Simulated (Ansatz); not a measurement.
# Direct or indirect: GaN (F-43m)

```cif
data_structure
_symmetry_space_group_name_H-M 'F-43m'
_symmetry_Int_Tables_number 216
_cell_length_a 4.5070
_cell_length_b 4.5070
_cell_length_c 4.5070
_cell_angle_alpha 90.000
_cell_angle_beta 90.000
_cell_angle_gamma 90.000
_cell_volume 91.55
loop_
_atom_site_label
_atom_site_type_symbol
_atom_site_symmetry_multiplicity
_atom_site_Wyckoff_symbol
_atom_site_fract_x
_atom_site_fract_y
_atom_site_fract_z
_atom_site_occupancy
Ga1 Ga 4 a 0.00000 0.00000 0.00000 1
N1 N 4 d 0.25000 0.25000 0.75000 1
```

Method: Ansatz, PBE, independent particles, without spin-orbit coupling, line width 0.15 eV (Gaussian). The band structure gives a fundamental gap of 1.72 eV. The spectrum of vertical transitions near the edge:

| E (eV) | Im ε, E ∥ xyz |
| --- | --- |
| 1.26 | 0.00 |
| 1.38 | 0.00 |
| 1.50 | 0.01 |
| 1.62 | 0.08 |
| 1.74 | 0.32 |
| 1.86 | 0.65 |
| 1.98 | 0.90 |
| 2.10 | 1.05 |
| 2.22 | 1.16 |
| 2.34 | 1.23 |
| 2.46 | 1.31 |
| 2.58 | 1.38 |
| 2.70 | 1.42 |
| 2.82 | 1.47 |
| 2.94 | 1.51 |

Task: Is the gap direct or indirect, and about where do vertical transitions set in?

Result: Direct: the band path has its least direct gap at the fundamental one, 1.72 eV, and the curves rise from there. Lines are broadened by 0.15 eV, which spreads the edge.

[Logs are printed without paths, hosts, clocks, repeated set-up lines and the standing remarks that a program may print on its own settings, such as how far it seeks lower states.]
